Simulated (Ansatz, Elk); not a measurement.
# Bonding as seen by X-rays: Mg6TlCd

Structure refinements treat a crystal as free atoms side by side. For a made-up structure of Mg6TlCd (cell and positions from a PBE relaxation) the runs below show what the calculated density changes in F(hkl).

Main program and level: Elk 11.2.3 (patched build); DFT, PBE, all-electron APW+lo, Dirac cores, scalar-relativistic bands, static density, no spin.

The structure was built from a prototype and need not be the compound's stable phase.

## (1) Set-up

It takes space group Amm2 (No. 38, orthorhombic). The conventional cell has a = 5.256 Å, b = 6.289 Å, c = 11.179 Å, α = 90.00°, β = 90.00°, γ = 90.00°. Nearest to Tl lie 10 Mg at 3.15 to 3.24 Å and 2 Cd at 3.40 Å. Nearest to Cd lie 10 Mg at 3.07 to 3.34 Å and 2 Tl at 3.40 Å. Nearest to Mg lie 2 Cd at 3.15 Å and 10 Mg at 3.17 to 3.24 Å. Nearest to Mg lie 2 Cd at 3.07 to 3.34 Å and 8 Mg at 3.11 to 3.28 Å and 2 Tl at 3.17 Å. Mg has 2 Tl at 3.15 Å and 10 Mg at 3.16 to 3.25 Å nearest. Mg has 8 Mg at 3.13 to 3.28 Å and 2 Cd at 3.13 Å and 2 Tl at 3.18 to 3.24 Å nearest. Farther neighbours are not listed.

## (2) Ground state and structure factors

An all-electron density is needed, since X-rays see the cores too. Task 0 finds the density and task 195 Fourier-transforms it; tshift is off so that phases refer to the origin typed.

Input file elk.in:

```
tasks
  0
  195

xctype
  20

spinpol
  .false.

rgkmax
  7.0

gmaxvr
  14.0

lmaxo
  7

lmaxapw
  8

swidth
  0.002

tshift
  .false.

ramdisk
  .false.

hmaxvr
  5.5

maxscl
  120

epspot
  1e-06

sppath
  './'

avec
  9.93174138443 0.00000000000 0.00000000000
  0.00000000000 5.94241147253 10.56255754799
  0.00000000000 -5.94241147253 10.56255754799

atoms
  3
  'Tl.in'
  1
  0.0000000000 0.8428678059 0.8428678059   0.000000 0.000000 0.000000
  'Cd.in'
  1
  0.5000000000 0.6504183206 0.6504183206   0.000000 0.000000 0.000000
  'Mg.in'
  6
  0.5000000000 0.1664114464 0.1664114464   0.000000 0.000000 0.000000
  0.5000000000 0.6608489373 0.1661157685   0.000000 0.000000 0.000000
  0.5000000000 0.1661157685 0.6608489373   0.000000 0.000000 0.000000
  0.0000000000 0.3343057008 0.3343057008   0.000000 0.000000 0.000000
  0.0000000000 0.8378631125 0.3406689080   0.000000 0.000000 0.000000
  0.0000000000 0.3406689080 0.8378631125   0.000000 0.000000 0.000000

ngridk
  4 4 4
```

Run with:

```console
OMP_NUM_THREADS=4 elk
```

Numbers of over 12 decimals in the logs are rounded to 6 here.

Log:

```text
┌─────────────────────────┐
│ Elk code version 11.2.3 │
└─────────────────────────┘

All units are atomic (Hartree, Bohr, etc.)

┌─────────────────────────────────────────────────┐
│ Ground-state run starting from atomic densities │
└─────────────────────────────────────────────────┘

Lattice vectors :
   9.931741384       0.000000000       0.000000000
   0.000000000       5.942411473       10.56255755
   0.000000000      -5.942411473       10.56255755

Reciprocal lattice vectors :
  0.6326368221       0.000000000      -0.000000000
  -0.000000000      0.5286730258      0.2974272698
   0.000000000     -0.5286730258      0.2974272698

Unit cell volume      :    1246.772477
Brillouin zone volume :   0.1989538733

Muffin-tin inner radius fraction :   0.1000000000E-01

Nuclei treated as point charges

Species : 1 (Tl)
 parameters loaded from : Tl.in
 name : thallium
 nuclear charge    :   -81.00000000
 electronic charge :    81.00000000
 atomic mass :    372567.9643
 muffin-tin radius :    2.800000000
 number of radial points in muffin-tin :   1393
 inner part over the whole radius :   0.9893942913E-02
 number on inner part of muffin-tin    :   1000
 approximate nuclear radius :   0.1043008296E-03
 number of mesh points to nuclear radius :    525
 atomic positions (lattice), magnetic fields (Cartesian) :
  1 :   0.00000000  0.84286781  0.84286781    0.00000000  0.00000000  0.00000000

Species : 2 (Cd)
 parameters loaded from : Cd.in
 name : cadmium
 nuclear charge    :   -48.00000000
 electronic charge :    48.00000000
 atomic mass :    204912.7176
 muffin-tin radius :    2.600000000
 number of radial points in muffin-tin :   1193
 inner part over the whole radius :   0.9972693929E-02
 number on inner part of muffin-tin    :    850
 approximate nuclear radius :   0.8708852602E-04
 number of mesh points to nuclear radius :    426
 atomic positions (lattice), magnetic fields (Cartesian) :
  1 :   0.50000000  0.65041832  0.65041832    0.00000000  0.00000000  0.00000000

Species : 3 (Mg)
 parameters loaded from : Mg.in
 name : magnesium
 nuclear charge    :   -12.00000000
 electronic charge :    12.00000000
 atomic mass :    44305.30466
 muffin-tin radius :    2.200000000
 number of radial points in muffin-tin :    793
 inner part over the whole radius :   0.9941530515E-02
 number on inner part of muffin-tin    :    552
 approximate nuclear radius :   0.5710277704E-04
 number of mesh points to nuclear radius :    241
 atomic positions (lattice), magnetic fields (Cartesian) :
  1 :   0.50000000  0.16641145  0.16641145    0.00000000  0.00000000  0.00000000
  2 :   0.50000000  0.66084894  0.16611577    0.00000000  0.00000000  0.00000000
  3 :   0.50000000  0.16611577  0.66084894    0.00000000  0.00000000  0.00000000
  4 :   0.00000000  0.33430570  0.33430570    0.00000000  0.00000000  0.00000000
  5 :   0.00000000  0.83786311  0.34066891    0.00000000  0.00000000  0.00000000
  6 :   0.00000000  0.34066891  0.83786311    0.00000000  0.00000000  0.00000000

Total number of atoms per unit cell :    8
Total muffin-tin volume :    433.1879278
 ratio of muffin-tin to unit cell volume :   0.3474474579

Spin treatment :
 spin-unpolarised

Number of Bravais lattice symmetries :    8
Number of crystal symmetries         :    4
Crystal has no inversion symmetry
Complex Hermitian eigensolver will be used

k-point grid :      4     4     4
k-point offset :    0.000000000       0.000000000       0.000000000
k-point set is reduced with full crystal symmetry group
Total number of k-points :       30

Muffin-tin radius times maximum |G+k| :    7.000000000
 using average radius
Maximum |G+k| for APW functions       :    3.010752688
Maximum (1/2)|G+k|²                   :    4.532315875
Maximum |G| for potential and density :    14.00000000
Constant for pseudocharge density :   10
 order of it for each species :   17  17  17
 order of it for pair densities of each species (exact exchange by exxq0 0: 18) :   14  12   8
Radial integration step length :    1

[...]
correlation                 :     -10.273353666564
 electron entropic           :    -0.92588877851138E-03
 total energy                :     -27088.753765692

Density of states at Fermi energy :    72.36833248
 (states/Hartree/unit cell)

Estimated indirect band gap :   0.1713009176E-02
 from k-point 16 to k-point 16
Estimated direct band gap   :   0.1713009176E-02
 at k-point 16

Charges :
 core                        :    104.0000000
 valence                     :    97.00000000
 interstitial                :    12.03348265
 muffin-tins (core leakage)
  species : 1 (Tl)
[...]
species : 2 (Cd)
[...]
species : 3 (Mg)
[...]
total in muffin-tins        :    188.9665173
 total calculated charge     :    200.9997070
 total charge                :    201.0000000
 error                       :   0.2930296264E-03

RMS change in Kohn-Sham potential (target) :   0.6040237318     (  0.1000000000E-05)
Absolute change in total energy (target)   :    1.526015770     (  0.1000000000E-03)

[... loops 3 to 13 left out ...]

┌──────────────────┐
│ Loop number : 14 │
└──────────────────┘

Energies :
 Fermi                       :     0.158996
 sum of occupied eigenvalues :     -16527.859172870
 electron kinetic            :      30585.551800409
 core electron kinetic       :      29776.661688519
 Coulomb                     :     -57036.727212747
 Coulomb potential           :     -46284.245629740
 nuclear-nuclear             :     -1900.8658667069
 electron-nuclear            :     -64017.365654147
 Hartree                     :      8881.5043081068
 Madelung                    :     -33894.604397877
 xc potential                :     -829.16534353910
 exchange                    :     -625.15382040992
 correlation                 :     -10.277454155104
 electron entropic           :    -0.89012138609682E-03
 total energy                :     -27086.607577024

Density of states at Fermi energy :    67.16857801
 (states/Hartree/unit cell)

Estimated indirect band gap :   0.2057461725E-02
 from k-point 19 to k-point 25
Estimated direct band gap   :   0.2718907149E-02
 at k-point 25

Charges :
 core                        :    104.0000000
 valence                     :    97.00000000
 interstitial                :    11.85078033
 muffin-tins (core leakage)
  species : 1 (Tl)
[...]
species : 2 (Cd)
[...]
species : 3 (Mg)
[...]
total in muffin-tins        :    189.1492197
 total calculated charge     :    200.9997188
 total charge                :    201.0000000
 error                       :   0.2812032517E-03

RMS change in Kohn-Sham potential (target) :   0.1575090468E-06 (  0.1000000000E-05)
Absolute change in total energy (target)   :   0.6162903446E-04 (  0.1000000000E-03)

Convergence targets achieved

┌──────────────────┐
│ Loop number : 15 │
└──────────────────┘

Energies :
 Fermi                       :     0.158997
 sum of occupied eigenvalues :     -16527.859156205
 electron kinetic            :      30585.551813032
 core electron kinetic       :      29776.661697382
 Coulomb                     :     -57036.727210291
 Coulomb potential           :     -46284.245634169
 nuclear-nuclear             :     -1900.8658667069
 electron-nuclear            :     -64017.365644571
 Hartree                     :      8881.5043009869
 Madelung                    :     -33894.604393207
 xc potential                :     -829.16533506832
 exchange                    :     -625.15382025768
 correlation                 :     -10.277454147230
 electron entropic           :    -0.89012151054694E-03
 total energy                :     -27086.607561785

Density of states at Fermi energy :    67.16858822
 (states/Hartree/unit cell)

Estimated indirect band gap :   0.2057462419E-02
 from k-point 19 to k-point 16
Estimated direct band gap   :   0.2718906776E-02
 at k-point 25

Charges :
 core                        :    104.0000000
 valence                     :    97.00000000
 interstitial                :    11.85078036
 muffin-tins (core leakage)
  species : 1 (Tl)
[...]
species : 2 (Cd)
[...]
species : 3 (Mg)
[...]
atom 4                    :    10.46841578     ( -0.9828258563E-07)
   atom 5                    :    10.45719934     ( -0.9828258607E-07)
   atom 6                    :    10.45719934     ( -0.9828258607E-07)
 total in muffin-tins        :    189.1492196
 total calculated charge     :    200.9997188
 total charge                :    201.0000000
 error                       :   0.2812032653E-03

┌──────────────────────────────┐
│ Self-consistent loop stopped │
└──────────────────────────────┘

Warning : core states of species 2 leak from the muffin-tin :   0.2397581774E-03

Wrote STATE.OUT
```

Elapsed: 1.8 min, on 4 threads of Intel Xeon 6975P-C (Granite Rapids), shared host; peak memory 0.36 GiB.

SFACRHO.OUT:

```text

h k l indices transformed by vhmat matrix:
   1.000000000       0.000000000       0.000000000    
   0.000000000       1.000000000       0.000000000    
   0.000000000       0.000000000       1.000000000    

      h      k      l  multipl.   |H|            Re(F)            Im(F)           |F|

      0      0      0      1   0.0000000       201.00000      0.10103341E-15   201.00000    
      0      1      1      1  0.59485454      -35.995832      -27.935396       45.564089    
      0     -1     -1      1  0.59485454      -35.995832       27.935396       45.564089    
      0     -1      0      2  0.60659554       15.616616       82.697727       84.159330    
      0      1      0      2  0.60659554       15.616616      -82.697727       84.159330    
      1      0      0      2  0.63263682       32.103743      0.40765495E-13   32.103743    
     -1     -1     -1      2  0.86837853      -16.278318       91.288902       92.728891    
      1      1      1      2  0.86837853      -16.278318      -91.288902       92.728891    
     -1      0      1      4  0.87646306       56.395920      -27.515327       62.750243    
      1      0     -1      4  0.87646306       56.395920       27.515327       62.750243    
      0      2      1      2   1.0371413      -31.654969      -25.112318       40.406257    
      0     -1     -2      2   1.0371413      -31.654969       25.112318       40.406257    
      0     -1      1      2   1.0573461       94.922082     -0.17640382E-13   94.922082    
      0     -2     -2      1   1.1897091      -111.51809      -26.235258       114.56253    
      0      2      2      1   1.1897091      -111.51809       26.235258       114.56253    
      0      0     -2      2   1.2131911      -64.919050       27.031024       70.321827    
      0      2      0      2   1.2131911      -64.919050      -27.031024       70.321827    
     -1      2      1      4   1.2148627      -89.218826     -0.84500051       89.222828
```

Elk indexes on the primitive cell of elk.in and gives |H| = 4π sin θ/λ in inverse bohr. Below, one row stands for each form hkl of the conventional cell (m members, Friedel mates merged), F is for one primitive cell and the density is static (no thermal factor). Free-atom factors are Waasmaier and Kirfel's, and R is Σm||F|−|F'||/Σm|F|.

```csv
hkl,m,sin θ/λ (Å⁻¹),"abs F, DFT",neutral atoms,diff.,abs of complex diff.
002,2,0.089,45.564,45.578,-0.013,0.017
011,4,0.091,84.159,84.227,-0.068,0.068
100,2,0.095,32.104,32.062,+0.041,0.041
102,4,0.131,92.729,92.743,-0.015,0.025
111,8,0.132,62.750,62.733,+0.017,0.028
013,4,0.156,40.406,40.360,+0.047,0.063
020,2,0.159,94.922,94.879,+0.043,0.043
004,2,0.179,114.562,114.875,-0.313,0.334
022,4,0.182,70.322,70.551,-0.229,0.271
113,8,0.183,89.223,89.261,-0.038,0.039
120,4,0.185,30.245,30.219,+0.026,0.026
200,2,0.190,161.727,162.385,-0.658,0.658
104,4,0.203,116.267,116.876,-0.609,0.614
122,8,0.206,145.384,146.168,-0.784,0.786
202,4,0.210,40.981,41.005,-0.024,0.059
211,8,0.211,74.128,74.267,-0.139,0.146
015,4,0.237,87.567,87.772,-0.205,0.205
024,4,0.239,68.702,68.838,-0.136,0.138
```

## (3) The highest occupied states alone

An energy window below the Fermi level keeps the highest occupied states, to see at which angles they scatter; shallow core shells can lie inside it and anion s states outside. No new self-consistency is needed.

Changes to elk.in since step 2:

```diff
@@ -1,3 +1,2 @@
 tasks
-  0
   195
@@ -40,2 +39,5 @@
 
+wsfac
+  -0.392240 0.459000
+
 sppath
```

Run with:

```console
OMP_NUM_THREADS=4 elk
```

Log:

```text
┌─────────────────────────────────┐
│ Elk code version 11.2.3 started │
└─────────────────────────────────┘

Info(readinput): the functional depends on the density's gradient
 muffin-tin radial points multiplied by    2.00000
 (not where nrmtscf is given)

┌────────────────────┐
│ Current task : 195 │
└────────────────────┘

Info(sfacrho): density structure factors written to SFACRHO.OUT

 Energy window :  -0.3922400000      0.4590000000

┌──────────────────┐
│ Elk code stopped │
└──────────────────┘
```

Wall time 22 s (4 threads); peak memory 0.24 GiB; 26 s of CPU time.

States within 15 eV below the Fermi level hold 37.00 electrons; any levels below the window count with the cores. Their amplitudes can exceed the total, where window and core parts have opposite phase:

```csv
hkl,sin θ/λ (Å⁻¹),"abs F, window","abs F, all"
002,0.089,6.435,45.564
011,0.091,14.981,84.159
100,0.095,0.497,32.104
102,0.131,14.937,92.729
111,0.132,9.098,62.750
013,0.156,3.517,40.406
020,0.159,14.030,94.922
004,0.179,9.544,114.562
022,0.182,4.361,70.322
113,0.183,11.892,89.223
```

## (4) Another functional

The difference from free atoms is small, so it is set against the change that LDA (Perdew-Wang) makes.

Changes to elk.in since step 3:

```diff
@@ -1,2 +1,3 @@
 tasks
+  0
   195
@@ -4,3 +5,3 @@
 xctype
-  20
+  3
 
@@ -39,5 +40,2 @@
 
-wsfac
-  -0.392240 0.459000
-
 sppath
```

Run with:

```console
OMP_NUM_THREADS=4 elk
```

Log:

```text
┌─────────────────────────┐
│ Elk code version 11.2.3 │
└─────────────────────────┘

All units are atomic (Hartree, Bohr, etc.)

┌─────────────────────────────────────────────────┐
│ Ground-state run starting from atomic densities │
└─────────────────────────────────────────────────┘

Lattice vectors :
   9.931741384       0.000000000       0.000000000
   0.000000000       5.942411473       10.56255755
   0.000000000      -5.942411473       10.56255755

Reciprocal lattice vectors :
  0.6326368221       0.000000000      -0.000000000
[...]
species : 1 (Tl)
[...]
species : 2 (Cd)
[...]
species : 3 (Mg)
[...]
atom 5                    :    10.46892182     ( -0.1573064652E-05)
   atom 6                    :    10.46892182     ( -0.1573064652E-05)
 total in muffin-tins        :    189.2679913
 total calculated charge     :    200.9997363
 total charge                :    201.0000000
 error                       :   0.2636809898E-03

┌──────────────────────────────┐
│ Self-consistent loop stopped │
└──────────────────────────────┘

Warning : core states of species 2 leak from the muffin-tin :   0.2405440686E-03

Wrote STATE.OUT
[key lines of the parts left out:]
total energy                :     -27065.694999236
```

Elapsed: 91 s, on 4 threads; peak memory 0.28 GiB.

Against the first run R = 0.04 %; the largest change is -0.122 at 040.

## (5) Basis size

The basis and the expansions that go with it are enlarged, to see whether the differences are converged.

Changes to elk.in since step 4:

```diff
@@ -5,3 +5,3 @@
 xctype
-  3
+  20
 
@@ -11,12 +11,12 @@
 rgkmax
-  7.0
+  8.5
 
 gmaxvr
-  14.0
+  18.0
 
 lmaxo
-  7
+  9
 
 lmaxapw
-  8
+  10
```

Run with:

```console
OMP_NUM_THREADS=4 elk
```

Log:

```text
┌─────────────────────────┐
│ Elk code version 11.2.3 │
└─────────────────────────┘

All units are atomic (Hartree, Bohr, etc.)

┌─────────────────────────────────────────────────┐
│ Ground-state run starting from atomic densities │
└─────────────────────────────────────────────────┘

Lattice vectors :
   9.931741384       0.000000000       0.000000000
   0.000000000       5.942411473       10.56255755
   0.000000000      -5.942411473       10.56255755

Reciprocal lattice vectors :
  0.6326368221       0.000000000      -0.000000000
[...]
species : 1 (Tl)
[...]
species : 2 (Cd)
[...]
species : 3 (Mg)
[...]
atom 5                    :    10.45826627     ( -0.9828258696E-07)
   atom 6                    :    10.45826627     ( -0.9828258696E-07)
 total in muffin-tins        :    189.1604891
 total calculated charge     :    200.9997239
 total charge                :    201.0000000
 error                       :   0.2761270251E-03

┌──────────────────────────────┐
│ Self-consistent loop stopped │
└──────────────────────────────┘

Warning : core states of species 2 leak from the muffin-tin :   0.2398918146E-03

Wrote STATE.OUT
[key lines of the parts left out:]
total energy                :     -27086.619853899
```

Wall time 5.8 min (4 threads); peak memory 0.71 GiB; 19 min of CPU time.

Against the first run R = 0.00 %; the largest change is -0.005 at 308.

## (6) Settings against the effect

```csv
run,R against the first run (%),"R against neutral atoms, low angle (%)",wall time
"PBE, rgkmax 7",0.00,0.20,1.8 min
LDA (Perdew-Wang),0.04,0.21,91 s
rgkmax 8.5 with larger expansions,0.00,0.20,5.8 min
```

## (7) Results

```yaml
r_against_neutral_atoms_sin_theta_lambda_0p3_a_minus1: 0.20 %
r_against_neutral_atoms_0p3_to_0p52_a_minus1: 0.06 %
```

**Reading.** Independent neutral atoms miss the calculated amplitudes by R = 0.20 % below 0.3 Å⁻¹ and 0.06 % from there to 0.52 Å⁻¹; by shells, 0.04 % below 0.15 Å⁻¹ (5 forms), 0.22 % 0.15 to 0.3 (28 forms), 0.05 % 0.3 to 0.45 (65 forms), 0.06 % above 0.45 (51 forms). Bonding, aspherical density and the tables' own atoms all enter these figures, and the runs don't part them. The largest change of an amplitude is -0.78 electrons, at 122. R counts amplitudes alone; phases shift too. The window's part falls from 37.0 electrons at the origin to at most 0.74 between 0.45 and 0.52 Å⁻¹. The window holds more than the 27 outer electrons of the free atoms, so shallow core shells lie inside it. Below 0.3 Å⁻¹ the changes that finished (LDA (Perdew-Wang) and rgkmax 8.5 with larger expansions) move F by R = 0.02 % at most, against the 0.20 % that separates it from free atoms. The k-mesh has no finished test. Spin-orbit coupling is left out, which can matter for elements this heavy. Part of the difference isn't bonding: the tables are fits to free atoms and ions calculated by other methods than this functional. Thermal motion, anomalous dispersion and extinction are left out.

[Logs are printed without paths, hosts, clocks, repeated set-up lines and the standing remarks that a program may print on its own settings, such as how far it seeks lower states.]

[Hosts, paths, dates, database ids (printed as entryN), source tags and the programs' standing remarks are cut or masked in the printed files.]
